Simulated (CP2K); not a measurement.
Consider chlorobenzene at its PBE geometry (Å).

```xyz
12

Cl    3.0684    0.2228   -0.0016
C     1.3259    0.0956   -0.0007
C     0.5545    1.2609    0.0118
C    -0.8386    1.1521    0.0123
C    -1.4514   -0.1047    0.0007
C    -0.6638   -1.2603   -0.0117
C     0.7306   -1.1685   -0.0122
H     1.0405    2.2349    0.0217
H    -1.4461    2.0572    0.0230
H    -2.5381   -0.1842    0.0012
H    -1.1340   -2.2437   -0.0217
H     1.3522   -2.0620   -0.0229
```

Method: CP2K XAS_TDP, all-electron GAPW, PBEh(45%), aug-pc-1, TDA, ZORA, spin–orbit coupling.

Question: Predict the bright core excitations at the Cl L₂,₃ edge.

Leading lines: Cl1 199.37 eV. The leading line of an atom is its first one with 35 % of the strongest within 2.5 eV of its lowest line over the strength cut. 

The first six lines of each atom with a strength over 0.0003:

```tsv
atom	energy (eV)	states	strength, one atom
Cl1 (bonded to C)	199.37	2	0.0072
	200.84	1	0.0005
	200.89	2	0.0046
	201.64	2	0.0010
	201.76	2	0.0006
	201.80	1	0.0014
```

Lines are vertical, at one geometry, with no vibrational structure. Without a correction of the core level, line positions, and the gaps between valence and Rydberg lines, follow the share of exact exchange. Rydberg lines, and the discretised continuum above threshold, depend on the basis and the box.

[Banner, clock and machine lines of the logs are left out without a mark of their own.]

[Logs are printed without paths, hosts, clocks, repeated set-up lines and the standing remarks that a program may print on its own settings, such as how far it seeks lower states.]

[Hosts, paths, dates, database ids (printed as entryN), source tags and the programs' standing remarks are cut or masked in the printed files.]
